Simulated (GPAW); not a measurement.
GaN (F-43m): refractive index against wavelength

The refractive index of GaN (F-43m) below the direct gap (1.71 eV on the mesh) is read from one computed spectrum, n = √(Re ε).

The structure is cubic, space group F-43m (No. 216). Conventional cell: a = 4.507 Å, b = 4.507 Å, c = 4.507 Å, α = 90.00°, β = 90.00°, γ = 90.00°. Ga on site a has 4 N at 1.95 Å as nearest neighbours. N on site d is surrounded by 4 Ga at 1.95 Å.

Method: GPAW 26.7.0, PBE, RPA, k-mesh 18×18×18, local fields up to 60 eV, Lorentzian half width 0.2 eV.

Launch of the response step: `OMP_NUM_THREADS=1 python df.py`. The run took 89 s, its band step included, on 1 thread of Arm Neoverse V1, with other jobs on the host.

```
wavelength (nm)  photon energy E (eV)       n
           3000                 0.413  2.3964
           2000                 0.620  2.4049
           1550                 0.800  2.4155
           1310                 0.946       ?
           1064                 1.165  2.4495
```

In the single-oscillator model n² − 1 = E₀E_d/(E₀² − E²), so 1/(n² − 1) = E₀/E_d − E²/(E₀E_d) is linear in E².

Working, on the rows shown:

| x = E² (eV²) | y = 1/(n² − 1) |
| --- | --- |
| 0.170801 | 0.210849 |
| 0.384302 | 0.20905 |
| 0.639837 | 0.206841 |
| 1.35784 | 0.199998 |

Means: x̄ = 0.6382, ȳ = 0.20668. Σ(x − x̄)(y − ȳ) = -0.007359, Σ(x − x̄)² = 0.8008. Slope = -0.007359 / 0.8008 = -0.009189; intercept = ȳ − slope · x̄ = 0.21255. Turned back into n, the line misses the rows shown by at most 0.00083.

Q: What does the fit predict for the withheld row, and how well does it do?

A: At x = 0.89576 the line gives y = 0.20432, that is 2.4278. The run gave 2.4269, so the interpolation is off by 0.00093, 1.7 % of the range in the table.

Refitted with all rows, the slope is -0.009144 and the intercept 0.21256. These give E₀ = √(intercept/−slope) = 4.82 eV and E_d = E₀/intercept = 22.7 eV; E₀ is 2.8 times the direct gap. The electronic limit at long wavelengths, without lattice vibrations, is n = √(1 + 1/intercept) = 2.388. Excitons are left out; PBE gaps are as a rule too small. The values come from a sum over the points of one k-mesh and carry its error, which grows as the direct gap shrinks. The local-field cutoff holds few shells of reciprocal vectors for this small cell, so ε∞ can read a few per cent high. Spin-orbit coupling is left out.

[Logs are printed without paths, hosts, clocks, repeated set-up lines and the standing remarks that a program may print on its own settings, such as how far it seeks lower states.]
